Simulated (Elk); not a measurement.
# CoNiPd2: is a spiral lower than the collinear state?

Spirals of any wavevector fit in the chemical cell when spin–orbit coupling is left out. What does E(q) of CoNiPd2 say of its order and magnons?

Program: Elk 11.2.3 (patched build). Level of theory: LDA (Perdew-Wang); all-electron APW+lo, Dirac cores, scalar-relativistic bands. Results are calculated unless marked as measured.

## Step 1: The starting structure

It takes space group P4/mmm (No. 123, tetragonal). Conventional cell: a = 3.862 Å, b = 3.862 Å, c = 3.643 Å, α = 90.00°, β = 90.00°, γ = 90.00°. Nearest to Co lie 8 Pd at 2.65 Å and 4 Ni at 2.73 Å. Nearest to Ni lie 8 Pd at 2.65 Å and 4 Co at 2.73 Å. Nearest to Pd lie 4 Ni at 2.65 Å and 4 Co at 2.65 Å and 4 Pd at 2.73 Å. invented: FeNiPt2 (P4/mmm) with Pd for Pt, Co for Fe. Farther neighbours are not listed.

The cell is a made-up one and need not be a known phase.

## Step 2: Reference state

The energies of all spirals count from this run, made with the same spinor basis and mesh so that errors cancel.

The moments start as ferro ++, in the xy plane (a flat spiral, cone angle 90°).

Moments are seeded by fields in the spheres (the last three columns under atoms), set against the wanted direction and reduced each loop.

Input file elk.in:

```
tasks
  0

xctype
  3

rgkmax
  7.0

nempty
  14

swidth
  0.002

reducebf
  0.5

epsengy
  1e-06

maxscl
  100

lmaxi
  3

spinsprl
  .true.

spinpol
  .true.

vqlss
  0.000000 0.000000 0.000000

sppath
  './'

avec
  7.29788796727 0.00000000000 0.00000000000
  0.00000000000 7.29788796727 0.00000000000
  0.00000000000 0.00000000000 6.88496391177

atoms
  3
  'Co.in'
  1
  0.0000000000 0.0000000000 0.0000000000   -0.060000 0.000000 0.000000
  'Ni.in'
  1
  0.5000000000 0.5000000000 0.0000000000   -0.030000 0.000000 0.000000
  'Pd.in'
  2
  0.5000000000 0.0000000000 0.5000000000   0.000000 0.000000 0.000000
  0.0000000000 0.5000000000 0.5000000000   0.000000 0.000000 0.000000

ngridk
  8 8 8
```

Run with:

```console
$ OMP_NUM_THREADS=4 elk
```

Numbers of over 12 decimals in the logs are rounded to 6 here.

The log of the run:

```text
Warning(gndstate): core states of species 1 leak from the muffin-tin :   0.4909244548E-03
Warning(gndstate): core states of species 2 leak from the muffin-tin :   0.2861837711E-03

--- INFO.OUT ---
┌─────────────────────────┐
│ Elk code version 11.2.3 │
└─────────────────────────┘

All units are atomic (Hartree, Bohr, etc.)

┌─────────────────────────────────────────────────┐
│ Ground-state run starting from atomic densities │
└─────────────────────────────────────────────────┘

Lattice vectors :
   7.297887967       0.000000000       0.000000000
   0.000000000       7.297887967       0.000000000
   0.000000000       0.000000000       6.884963912

Reciprocal lattice vectors :
  0.8609594084       0.000000000       0.000000000
   0.000000000      0.8609594084       0.000000000
   0.000000000       0.000000000      0.9125952420

Unit cell volume      :    366.6874550
Brillouin zone volume :   0.6764622297

Muffin-tin inner radius fraction :   0.1000000000E-01

Nuclei treated as point charges

Species : 1 (Co)
 parameters loaded from : Co.in
 name : cobalt
 nuclear charge    :   -27.00000000
 electronic charge :    27.00000000
 atomic mass :    107428.6517
 muffin-tin radius :    2.400000000
 number of radial points in muffin-tin :    497
 inner part over the whole radius :   0.9997676968E-02
 number on inner part of muffin-tin    :    351
 approximate nuclear radius :   0.7243775530E-04
 number of mesh points to nuclear radius :    167
 atomic positions (lattice), magnetic fields (Cartesian) :
  1 :   0.00000000  0.00000000  0.00000000   -0.06000000  0.00000000  0.00000000

Species : 2 (Ni)
 parameters loaded from : Ni.in
 name : nickel
 nuclear charge    :   -28.00000000
 electronic charge :    28.00000000
 atomic mass :    106991.5231
 muffin-tin radius :    2.400000000
 number of radial points in muffin-tin :    497
 inner part over the whole radius :   0.9944305101E-02
 number on inner part of muffin-tin    :    351
 approximate nuclear radius :   0.7325707712E-04
 number of mesh points to nuclear radius :    168
 atomic positions (lattice), magnetic fields (Cartesian) :
  1 :   0.50000000  0.50000000  0.00000000   -0.03000000  0.00000000  0.00000000

Species : 3 (Pd)
 parameters loaded from : Pd.in
 name : palladium
 nuclear charge    :   -46.00000000
 electronic charge :    46.00000000
 atomic mass :    193991.7927
 muffin-tin radius :    2.555193035
 number of radial points in muffin-tin :    497
 inner part over the whole radius :   0.9995290635E-02
 number on inner part of muffin-tin    :    354
 approximate nuclear radius :   0.8586907259E-04
 number of mesh points to nuclear radius :    177
 atomic positions (lattice), magnetic fields (Cartesian) :
  1 :   0.50000000  0.00000000  0.50000000    0.00000000  0.00000000  0.00000000
  2 :   0.00000000  0.50000000  0.50000000    0.00000000  0.00000000  0.00000000

Total number of atoms per unit cell :    4
Total muffin-tin volume :    255.5738786
 ratio of muffin-tin to unit cell volume :   0.6969801531

Spin treatment :
 spin-polarised
 global magnetic field (Cartesian) :    0.000000000       0.000000000       0.000000000
 non-collinear magnetisation
 spin-spiral state assumed
  q-vector (lattice)   :    0.000000000       0.000000000       0.000000000
  q-vector (Cartesian) :    0.000000000       0.000000000       0.000000000
  q-vector length      :    0.000000000

Number of Bravais lattice symmetries :   16
Number of crystal symmetries         :   16
Crystal has inversion symmetry
Real symmetric eigensolver will be used

k-point grid :      8     8     8
k-point offset :    0.000000000       0.000000000       0.000000000
k-point set is reduced with full crystal symmetry group
Total number of k-points :       75

Muffin-tin radius times maximum |G+k| :    7.000000000
 using average radius
Maximum |G+k| for APW functions       :    2.825318792
Maximum (1/2)|G+k|²                   :    3.991213138
Maximum |G| for potential and density :    12.00000000
Constant for pseudocharge density :    8
 order of it for each species :   15  15  15
 order of it for pair densities of each species (exact exchange by exxq0 0: 15) :    9   9  10
Radial integration step length :    1

G-vector grid sizes :     28    28    27
Number of G-vectors :    10667

Maximum angular momentum used for
 APW functions            :    8
 outer part of muffin-tin :    6
 inner part of muffin-tin :    3

Total nuclear charge    :   -147.0000000
Total core charge       :    80.00000000
Total valence charge    :    67.00000000
Total excess charge     :    0.000000000
Total electronic charge :    147.0000000

Effective Wigner radius, rₛ :   0.8413241771

Number of empty states         :     56
Total number of valence states :    180
Total number of core states    :     80

Third-order local-orbitals added for an l without core states : T
Total number of local-orbitals :     80

Exchange-correlation functional :      3     0     0
 Perdew-Wang/Ceperley-Alder, Phys. Rev. B 45, 13244 (1992)
 gradient requirement :    0
 local density approximation (LDA)

Smearing type :    3
 Fermi-Dirac
Smearing width :   0.2000000000E-02
Effective electronic temperature (K) :    631.5500496

Mixing type :    3
 Broyden mixing, J. Phys. A: Math. Gen. 17, L317 (1984)

Kohn-Sham potential initialised from atomic data

┌──────────────────────────────┐
│ Self-consistent loop started │
└──────────────────────────────┘

┌─────────────────┐
│ Loop number : 1 │
└─────────────────┘

Energies :
 Fermi                       :     0.176144
 sum of occupied eigenvalues :     -7714.6045561739
 electron kinetic            :      13465.296182645
 core electron kinetic       :      12837.605225247
 Coulomb                     :     -26058.428669763
 Coulomb potential           :     -20681.351704164
 nuclear-nuclear             :     -1786.5284732128
 electron-nuclear            :     -27923.521656543
 Hartree                     :      3651.6214599934
 Madelung                    :     -15717.752817681
 xc potential                :     -498.49948721674
 xc effective B-field        :    -0.94872366240182E-02
 external B-field            :      0.000000
 exchange                    :     -383.29114950844
 correlation                 :     -13.502710330405
 electron entropic           :    -0.26270637466199E-02
 total energy                :     -12989.928974020
 (external B-field energy excluded from total)

Density of states at Fermi energy :    204.1817772
 (states/Hartree/unit cell)

Estimated indirect band gap :   0.1379353281E-03
 from k-point 71 to k-point 44
Estimated direct band gap   :   0.6510809220E-03
 at k-point 2

Charges :
 core                        :    80.00000000
[...]
nuclear-nuclear             :     -1786.5284732128
 electron-nuclear            :     -27925.705109642
 Hartree                     :      3653.0320846934
 Madelung                    :     -15718.742377291
 xc potential                :     -499.68349827972
 xc effective B-field        :    -0.11760747779372E-01
 external B-field            :      0.000000
 exchange                    :     -383.24905530225
 correlation                 :     -13.501686373662
 electron entropic           :    -0.25143036195257E-02
 total energy                :     -12990.142586504
 (external B-field energy excluded from total)

Density of states at Fermi energy :    193.3978164
 (states/Hartree/unit cell)

Estimated indirect band gap :   0.3599790255E-04
 from k-point 7 to k-point 26
Estimated direct band gap   :   0.1004433632E-02
 at k-point 23

Charges :
 core                        :    80.00000000
 valence                     :    67.00000000
 interstitial                :    4.097005017
 muffin-tins (core leakage)
  species : 1 (Co)
   atom 1                    :    28.29402306     (  0.4905619277E-03)
  species : 2 (Ni)
   atom 1                    :    28.66699469     (  0.2779909023E-03)
  species : 3 (Pd)
   atom 1                    :    42.97098862     ( -0.1104423917E-04)
   atom 2                    :    42.97098862     ( -0.1104423917E-04)
 total in muffin-tins        :    142.9029950
 total calculated charge     :    146.9978992
 total charge                :    147.0000000
 error                       :   0.2100787070E-02

Moments :
 interstitial                :  -0.5165260442E-01 -0.2741936580E-07  0.1316200926E-08
 muffin-tins
  species : 1 (Co)
   atom 1                    :   0.4426600707     -0.3011192585E-07  0.4725484169E-09
  species : 2 (Ni)
   atom 1                    :   0.3277433109     -0.3259536718E-07  0.7144269891E-09
  species : 3 (Pd)
   atom 1                    :   0.2729676919     -0.1471085899E-06  0.1681005623E-08
   atom 2                    :   0.2729676919     -0.1471085899E-06  0.1681005623E-08
 total in muffin-tins        :    1.316338765     -0.3569244727E-06  0.4548986651E-08
 total moment                :    1.264686161     -0.3843438385E-06  0.5865187577E-08

RMS change in Kohn-Sham potential (target) :   0.6699492533     (  0.1000000000E-05)
Absolute change in total energy (target)   :   0.2136124834     (  0.1000000000E-05)

[... loops 3 to 27 left out ...]

┌──────────────────┐
│ Loop number : 28 │
└──────────────────┘

Energies :
 Fermi                       :     0.256917
 sum of occupied eigenvalues :     -7705.5546662175
 electron kinetic            :      13480.506632157
 core electron kinetic       :      12838.494019902
 Coulomb                     :     -26077.500730907
 Coulomb potential           :     -20659.694877720
 nuclear-nuclear             :     -1786.5284732128
 electron-nuclear            :     -27985.860037131
 Hartree                     :      3694.8877794367
 Madelung                    :     -15747.653292047
 xc potential                :     -526.27579231993
 xc effective B-field        :    -0.90628224018150E-01
 external B-field            :      0.000000
 exchange                    :     -383.67125184374
 correlation                 :     -13.509822087066
 electron entropic           :    -0.23747869662485E-02
 total energy                :     -12994.177547468
 (external B-field energy excluded from total)

Density of states at Fermi energy :    181.3005169
 (states/Hartree/unit cell)

Estimated indirect band gap :   0.1090909328E-03
 from k-point 59 to k-point 14
Estimated direct band gap   :   0.1330883860E-02
 at k-point 14

Charges :
 core                        :    80.00000000
 valence                     :    67.00000000
 interstitial                :    3.544710102
 muffin-tins (core leakage)
  species : 1 (Co)
   atom 1                    :    26.05267219     (  0.4909244041E-03)
  species : 2 (Ni)
   atom 1                    :    27.21772681     (  0.2861837784E-03)
  species : 3 (Pd)
   atom 1                    :    45.09244545     ( -0.1104475450E-04)
   atom 2                    :    45.09244545     ( -0.1104475450E-04)
 total in muffin-tins        :    143.4552899
 total calculated charge     :    146.9978764
 total charge                :    147.0000000
 error                       :   0.2123550300E-02

Moments :
 interstitial                :  -0.7722060875E-01 -0.3520557957E-05  0.2177555647E-06
 muffin-tins
  species : 1 (Co)
   atom 1                    :    1.977617367      0.6928891079E-04  0.8616728609E-06
  species : 2 (Ni)
   atom 1                    :   0.7708722892      0.3231718733E-04 -0.1753403034E-05
  species : 3 (Pd)
   atom 1                    :   0.3317227124      0.1742561607E-04 -0.9644909429E-06
   atom 2                    :   0.3317227124      0.1742561607E-04 -0.9644909429E-06
 total in muffin-tins        :    3.411935081      0.1364573303E-03 -0.2820712059E-05
 total moment                :    3.334714473      0.1329367723E-03 -0.2602956495E-05

RMS change in Kohn-Sham potential (target) :   0.2039637136E-06 (  0.1000000000E-05)
Absolute change in total energy (target)   :   0.6128611858E-06 (  0.1000000000E-05)

Convergence targets achieved

┌──────────────────┐
│ Loop number : 29 │
└──────────────────┘

Energies :
 Fermi                       :     0.256917
 sum of occupied eigenvalues :     -7705.5546698519
 electron kinetic            :      13480.506631853
 core electron kinetic       :      12838.494016803
 Coulomb                     :     -26077.500734117
 Coulomb potential           :     -20659.694874247
 nuclear-nuclear             :     -1786.5284732128
 electron-nuclear            :     -27985.860047275
 Hartree                     :      3694.8877863714
 Madelung                    :     -15747.653296993
 xc potential                :     -526.27579933494
 xc effective B-field        :    -0.90628048369649E-01
 external B-field            :      0.000000
 exchange                    :     -383.67125198013
 correlation                 :     -13.509822104924
 electron entropic           :    -0.23747842480263E-02
 total energy                :     -12994.177551133
 (external B-field energy excluded from total)

Density of states at Fermi energy :    181.3003011
 (states/Hartree/unit cell)

Estimated indirect band gap :   0.1091405491E-03
 from k-point 59 to k-point 14
Estimated direct band gap   :   0.1330851464E-02
 at k-point 14

Charges :
 core                        :    80.00000000
 valence                     :    67.00000000
 interstitial                :    3.544710000
 muffin-tins (core leakage)
  species : 1 (Co)
   atom 1                    :    26.05267141     (  0.4909244548E-03)
  species : 2 (Ni)
   atom 1                    :    27.21772761     (  0.2861837711E-03)
  species : 3 (Pd)
   atom 1                    :    45.09244549     ( -0.1104475546E-04)
   atom 2                    :    45.09244549     ( -0.1104475546E-04)
 total in muffin-tins        :    143.4552900
 total calculated charge     :    146.9978764
 total charge                :    147.0000000
 error                       :   0.2123550284E-02

Moments :
 interstitial                :  -0.7722117964E-01 -0.3641812618E-05  0.2191227480E-06
 muffin-tins
  species : 1 (Co)
   atom 1                    :    1.977614527      0.7247695761E-04  0.8757437200E-06
  species : 2 (Ni)
   atom 1                    :   0.7708715036      0.3350822703E-04 -0.1774986424E-05
  species : 3 (Pd)
   atom 1                    :   0.3317248861      0.1795337976E-04 -0.9656176210E-06
   atom 2                    :   0.3317248861      0.1795337976E-04 -0.9656176210E-06
 total in muffin-tins        :    3.411935803      0.1418919442E-03 -0.2830477946E-05
 total moment                :    3.334714623      0.1382501315E-03 -0.2611355198E-05

┌──────────────────────────────┐
│ Self-consistent loop stopped │
└──────────────────────────────┘

Warning : core states of species 1 leak from the muffin-tin :   0.4909244548E-03

Warning : core states of species 2 leak from the muffin-tin :   0.2861837711E-03

Wrote STATE.OUT
```

Elapsed: 9.1 min, on 4 threads of Arm Neoverse V1, shared host; peak memory 0.44 GiB.

Spin moment in the muffin-tin sphere by atom:

```csv
atom,x (μB),y (μB),z (μB),size
Co1,1.98,0.00,0.00,1.98
Ni2,0.77,0.00,0.00,0.77
Pd3,0.33,0.00,0.00,0.33
Pd4,0.33,0.00,0.00,0.33
```

This step gave:

* density of states at the Fermi level: 6.663 states/eV/cell
* moment between the spheres: -0.07722, 0, 0 μB
* magnetization: 3.335, 0, 0 μB
* final state: ferromagnetic

After 29 cycles the largest moment stands at 1.98 μB.

(Part 1 of 2 ends here.)

[Logs and program files are shortened in this print: banners, set-up blocks, solver, clock and traceback lines can be left out without a mark of their own.]

[Logs are printed without paths, hosts, clocks, repeated set-up lines and the standing remarks that a program may print on its own settings, such as how far it seeks lower states.]

[Hosts, paths, dates, database ids (printed as entryN), source tags and the programs' standing remarks are cut or masked in the printed files.]

[Where a cell is said to come from a database of computed structures, the database is the Materials Project.]
